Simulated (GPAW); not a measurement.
# Si/Co(0001) in an electric field

How does Si/Co(0001) screen a perpendicular field?

Program: GPAW 26.7.0. Level of theory: GPAW, PAW setups; slab in vacuum, relaxation, in the first sound run; inputs show where later runs differ. Results are calculated unless marked as measured.

Most raw output is cut from this account.

## (1) The structure

The cell holds 5 atoms: 4 Co and 1 Si. Its edges and angles: a = 2.510 Å, b = 2.510 Å, c = 24.130 Å, α = 90.0°, β = 90.0°, γ = 60.0°. Vacuum lies along c.

## (2) Relaxation

Forces are removed first; all later runs use this geometry. The lowest 2 atoms are held at bulk positions and keep their forces.

File run.py:

```python
import json
import numpy as np
from ase import Atoms
from ase.constraints import FixAtoms
from ase.optimize import BFGS
from gpaw import GPAW, PW

slab = Atoms(
    ['Co', 'Co', 'Co', 'Co', 'Si'],
    positions=[
        [2.51000, 1.44915, 8.00000],
        [0.00000, 0.00000, 10.03561],
        [2.51000, 1.44915, 12.07122],
        [0.00000, 0.00000, 14.10683],
        [2.51000, 1.44915, 16.12985]],
    cell=[[2.51, 0.0, 0.0], [1.255, 2.17372, 0.0], [0.0, 0.0, 24.12985]],
    pbc=[True, True, False],
    magmoms=[1.7, 1.7, 1.7, 1.7, 0.0])

slab.calc = GPAW(mode=PW(400), xc='PBE', kpts={'size': (14, 14, 1), 'gamma': True},
                 occupations={'name': 'fermi-dirac', 'width': 0.1}, nbands='200%',
                 convergence={'density': 1e-05}, maxiter=200,
                 poissonsolver={'dipolelayer': 'xy'},
                 symmetry={'tolerance': 1e-3, 'extra_ids': [1, 1, 0, 0, 0]}, txt='slab.txt')
result = {}
slab.set_constraint(FixAtoms([0, 1]))
path = []
opt = BFGS(slab, maxstep=0.2)
opt.attach(lambda: path.append((slab.get_potential_energy(), slab.positions.tolist(), slab.get_forces().tolist())))
result['relaxed'] = bool(opt.run(fmax=0.03, steps=40))
result['path'] = path
energy = slab.get_potential_energy()
fermi = slab.calc.get_fermi_level()
v = slab.calc.get_electrostatic_potential().mean((0, 1)) - fermi
n = slab.calc.get_pseudo_density().mean((0, 1))
L = slab.cell[2, 2]
z = np.arange(len(v)) * L / len(v)
low, high = slab.positions[:, 2].min(), slab.positions[:, 2].max()
below, above = np.interp([low - 5.8, high + 5.8], z, v)
slopes = [np.interp(x, z, np.gradient(v, z)) for x in (low - 5.8, high + 5.8)]
eps = np.array([[slab.calc.get_eigenvalues(k, s) for k in range(len(slab.calc.get_ibz_k_points()))]
                for s in range(slab.calc.get_number_of_spins())]) - fermi
top, bottom = eps[eps < 0].max(), eps[eps > 0].min()
dipole = slab.get_dipole_moment()[2]
print(f'energy {energy:.4f} eV, Fermi level {fermi:.4f} eV, dipole {dipole:.5f} e A')
print(f'potential 5.8 A off the faces, from the Fermi level: lower {below:.4f} eV, upper {above:.4f} eV')
print(f'slope of the potential there: lower {slopes[0]:.5f}, upper {slopes[1]:.5f} eV/A')
print(f'nearest levels on the mesh: {top:.4f} and {bottom:.4f} eV')
print('magnetic moment', round(slab.get_magnetic_moment(), 3))
result.update(energy=energy, fermi=fermi, dipole=dipole, below=below, above=above, slopes=slopes, edges=[top, bottom],
              z=z.tolist(), v=v.tolist(), n=n.tolist(), positions=slab.positions.tolist(),
              forces=slab.get_forces(apply_constraint=False).tolist(), moments=slab.get_magnetic_moments().tolist())
json.dump(result, open('result.json', 'w'))
```

Run with:

```bash
$ OMP_NUM_THREADS=1 OPENBLAS_NUM_THREADS=1 python run.py
```

It took 36 min on 1 thread of Arm Neoverse V1, shared host; peak memory 0.27 GiB.

Relaxation path:

```
step  energy less that of the first step (eV)  largest force (eV/Å)
   1                                   0.0000                0.3261
   2                                  -0.0020                0.3029
   3                                  -0.0120                0.0946
   4                                  -0.0122                0.0760
   5                                  -0.0126                0.0745
   6                                  -0.0140                0.1082
   7                                  -0.0157                0.1077
   8                                  -0.0173                0.0607
   9                                  -0.0179                0.0166
```

The atoms that moved most (Å):

```
atom     dx     dy      dz  length
 Si5  0.000  0.000  -0.116   0.116
 Co4  0.000  0.000  -0.050   0.050
 Co3  0.000  0.000  -0.016   0.016
```

Final coordinates:

```
Co Si
1.0
     2.51000    0.00000    0.00000
     1.25500    2.17372    0.00000
     0.00000    0.00000   24.12985
Co Si
4 1
Direct
  0.66667 0.66667 0.33154
  0.00000 0.00000 0.41590
  0.66667 0.66667 0.49961
  0.00000 0.00000 0.58254
  0.66667 0.66667 0.66366
```

Numbers from this step:

- dipole along the normal: 0.01226 e·Å
- levels nearest the Fermi level on the mesh: -0.01337, 0.004845 eV from the Fermi level
- upper work function: 4.607 eV
- lower work function: 5.011 eV
- site moments: 1.808, 1.750, 1.711, 1.097, -0.03291 μB
- sum of the site moments: 6.332 μB

The electrostatic potential energy of an electron (without an applied field's), less the Fermi level, planar mean oscillates, so the rows of the table below give means over windows of 1.94 Å about each position, cut where the curve ends. Its maxima inside the range that stand out by 2 % of the span (Å: eV): 9.0: -0.723, 11.1: -0.890, 13.0: -0.923, 15.0: -2.68. Its minima: 8.0: -23.7, 10.0: -23.9, 12.1: -23.8, 14.1: -23.5, 16.1: -24.7.

Table of electrostatic potential energy of an electron (without an applied field's), less the Fermi level, planar mean by z; means over each step:

z (Å), electrostatic potential energy of an electron (without an applied field's), less the Fermi level, planar mean (eV) and a bar from the least value:
```
     0.97        5.0 ##############################
     2.91        5.0 ##############################
     4.85        5.0 ##############################
     6.79       -0.3 #####################
     8.73      -10.0 ###
    10.67      -10.4 ##
    12.61      -10.6 ##
    14.55      -11.7 
    16.49      -10.8 ##
    18.43        4.4 #############################
    20.37        4.6 #############################
    22.31        4.6 #############################
```

The pseudo valence density, planar mean by z:

```
z (Å)  pseudo valence density, planar mean (e/Å³)
 0.00                                     -2.2e-6
 0.65                                      3.2e-6
 1.29                                     -2.0e-6
 1.94                                      3.5e-6
 2.59                                           0
 3.23                                      1.3e-5
 3.88                                      4.8e-5
 4.52                                      2.6e-4
 5.17                                     0.00132
 5.82                                     0.00685
 6.46                                      0.0349
 7.11                                       0.188
 7.76                                        1.26
 8.40                                       0.792
 9.05                                       0.300
 9.70                                       0.949
10.34                                        1.06
10.99                                       0.310
11.63                                       0.754
12.28                                        1.32
12.93                                       0.331
13.57                                       0.649
14.22                                        1.53
14.87                                       0.399
15.51                                       0.371
16.16                                       0.327
16.80                                       0.248
17.45                                      0.0602
18.10                                     0.00990
18.74                                     0.00152
19.39                                      2.3e-4
20.04                                      3.9e-5
20.68                                      3.1e-6
21.33                                      4.2e-6
21.98                                     -2.2e-6
22.62                                      3.2e-6
23.27                                     -2.3e-6
23.91                                      3.2e-6
```

Site moment by atom:

```
atom  site moment (μB)
 Co1              1.81
 Co2              1.75
 Co3              1.71
 Co4              1.10
 Si5             -0.03
```

The relaxation lowered the energy of the cell by 0.0179 eV (energies extrapolated to zero smearing; the optimiser's log prints free energies). The largest force left on a free atom is 0.017 eV/Å.

## (3) Plane waves, PBE

With the geometry fixed, the planar mean of the potential gives the vacuum level on each side.

This step: GPAW, PAW setups; slab in vacuum (GPAW 26.7.0).

run.py: that of step 2 with these lines changed.

```diff
@@ -3,4 +3,2 @@
 from ase import Atoms
-from ase.constraints import FixAtoms
-from ase.optimize import BFGS
 from gpaw import GPAW, PW
@@ -12,5 +10,5 @@
         [0.00000, 0.00000, 10.03561],
-        [2.51000, 1.44915, 12.07122],
-        [0.00000, 0.00000, 14.10683],
-        [2.51000, 1.44915, 16.12985]],
+        [2.51000, 1.44915, 12.05540],
+        [-0.00000, -0.00000, 14.05672],
+        [2.51000, 1.44915, 16.01396]],
     cell=[[2.51, 0.0, 0.0], [1.255, 2.17372, 0.0], [0.0, 0.0, 24.12985]],
@@ -23,10 +21,4 @@
                  poissonsolver={'dipolelayer': 'xy'},
-                 symmetry={'tolerance': 1e-3, 'extra_ids': [1, 1, 0, 0, 0]}, txt='slab.txt')
+                 symmetry={'tolerance': 1e-3}, txt='slab.txt')
 result = {}
-slab.set_constraint(FixAtoms([0, 1]))
-path = []
-opt = BFGS(slab, maxstep=0.2)
-opt.attach(lambda: path.append((slab.get_potential_energy(), slab.positions.tolist(), slab.get_forces().tolist())))
-result['relaxed'] = bool(opt.run(fmax=0.03, steps=40))
-result['path'] = path
 energy = slab.get_potential_energy()
```

It took 5 min on 1 thread; peak memory 0.26 GiB.

This step gave:

```
dipole along the normal                    : 0.01227 e·Å
levels nearest the Fermi level on the mesh : -0.01337, 0.004848 eV from the Fermi level
```

The electrostatic potential energy of an electron (without an applied field's), less the Fermi level, planar mean oscillates, so the rows of the table below give means over windows of 1.94 Å about each position, cut where the curve ends. Its maxima inside the range that stand out by 2 % of the span (Å: eV): 9.0: -0.723, 11.1: -0.890, 13.0: -0.923, 15.0: -2.68. Its minima: 8.0: -23.7, 10.0: -23.9, 12.1: -23.8, 14.1: -23.5, 16.1: -24.7.

Electrostatic potential energy of an electron (without an applied field's), less the Fermi level, planar mean against z; means over each step:

```
z (Å)  electrostatic potential energy of an electron (without an applied field's), less the Fermi level, planar mean (eV)
 0.97                                                                                                                4.99
 2.91                                                                                                                5.01
 4.85                                                                                                                4.97
 6.79                                                                                                              -0.254
 8.73                                                                                                               -10.0
10.67                                                                                                               -10.4
12.61                                                                                                               -10.6
14.55                                                                                                               -11.7
16.49                                                                                                               -10.8
18.43                                                                                                                4.37
20.37                                                                                                                4.61
22.31                                                                                                                4.61
```

Pseudo valence density, planar mean against z:

(Unchanged from step 2.)

Force by atom:

```
atom  x (eV/Å)  y (eV/Å)  z (eV/Å)   size
 Co1     0.000     0.000     0.343  0.343
 Co2     0.000     0.000    -0.358  0.358
 Co3     0.000     0.000     0.017  0.017
 Co4     0.000     0.000     0.007  0.007
 Si5     0.000     0.000    -0.010  0.010
```

The potential is flat to 3.9e-4 eV/Å where it is read, so the vacuum is wide enough.

## (4) Field on

A uniform field along the normal polarises the slab; the atoms stay fixed, so this is the electronic response alone.

run.py: that of step 3 with these lines changed.

```diff
@@ -4,2 +4,3 @@
 from gpaw import GPAW, PW
+from gpaw.external import ConstantElectricField
 
@@ -21,2 +22,3 @@
                  poissonsolver={'dipolelayer': 'xy'},
+                 external=ConstantElectricField(-0.2, [0, 0, 1]),
                  symmetry={'tolerance': 1e-3}, txt='slab.txt')
```

Wall time 33 min (1 thread); peak memory 0.62 GiB.

This step gave:

| Property | Result |
| --- | --- |
| dipole along the normal | -0.05542 e·Å |
| levels nearest the Fermi level on the mesh | -0.01336, 0.004354 eV from the Fermi level |
| site moments | 1.808, 1.750, 1.711, 1.098, -0.03242 μB |
| sum of the site moments | 6.335 μB |
| potential below the slab, the applied field's own ramp left out | 3.861 eV from the Fermi level |
| potential above the slab, the applied field's own ramp left out | 5.699 eV from the Fermi level |

The electrostatic potential energy of an electron (without an applied field's), less the Fermi level, planar mean oscillates, so the rows of the table below give means over windows of 1.94 Å about each position, cut where the curve ends. Its maxima inside the range that stand out by 2 % of the span (Å: eV): 9.0: -1.33, 11.1: -1.08, 13.0: -0.729, 15.0: -2.10, 23.7: 5.70. Its minima: 8.0: -24.5, 10.0: -24.3, 12.1: -23.8, 14.0: -23.1, 16.1: -23.9.

The electrostatic potential energy of an electron (without an applied field's), less the Fermi level, planar mean by z; means over each step:

z (Å), electrostatic potential energy of an electron (without an applied field's), less the Fermi level, planar mean (eV) and a bar from the least value:
```
     0.97        3.9 ###########################
     2.91        3.9 ###########################
     4.85        3.8 ###########################
     6.79       -1.3 ##################
     8.73      -10.7 #
    10.67      -10.7 #
    12.61      -10.5 #
    14.55      -11.2 
    16.49       -9.9 ##
    18.43        5.4 ##############################
    20.37        5.7 ##############################
    22.31        5.7 ##############################
```

Site moment by atom:

```
atom  site moment (μB)
 Co1              1.81
 Co2              1.75
 Co3              1.71
 Co4              1.10
 Si5             -0.03
```

Force by atom:

```
atom  x (eV/Å)  y (eV/Å)  z (eV/Å)   size
 Co1     0.000     0.000     0.346  0.346
 Co2     0.000     0.000    -0.360  0.360
 Co3     0.000     0.000     0.017  0.017
 Co4     0.000     0.000     0.015  0.015
 Si5     0.000     0.000    -0.018  0.018
```

The dipole is now -0.0554 e Å, against 0.012 in the run without a field.

(Continued in part 2 of 2.)

[Logs are printed without paths, hosts, clocks, repeated set-up lines and the standing remarks that a program may print on its own settings, such as how far it seeks lower states.]

[Hosts, paths, dates, database ids (printed as entryN), source tags and the programs' standing remarks are cut or masked in the printed files.]
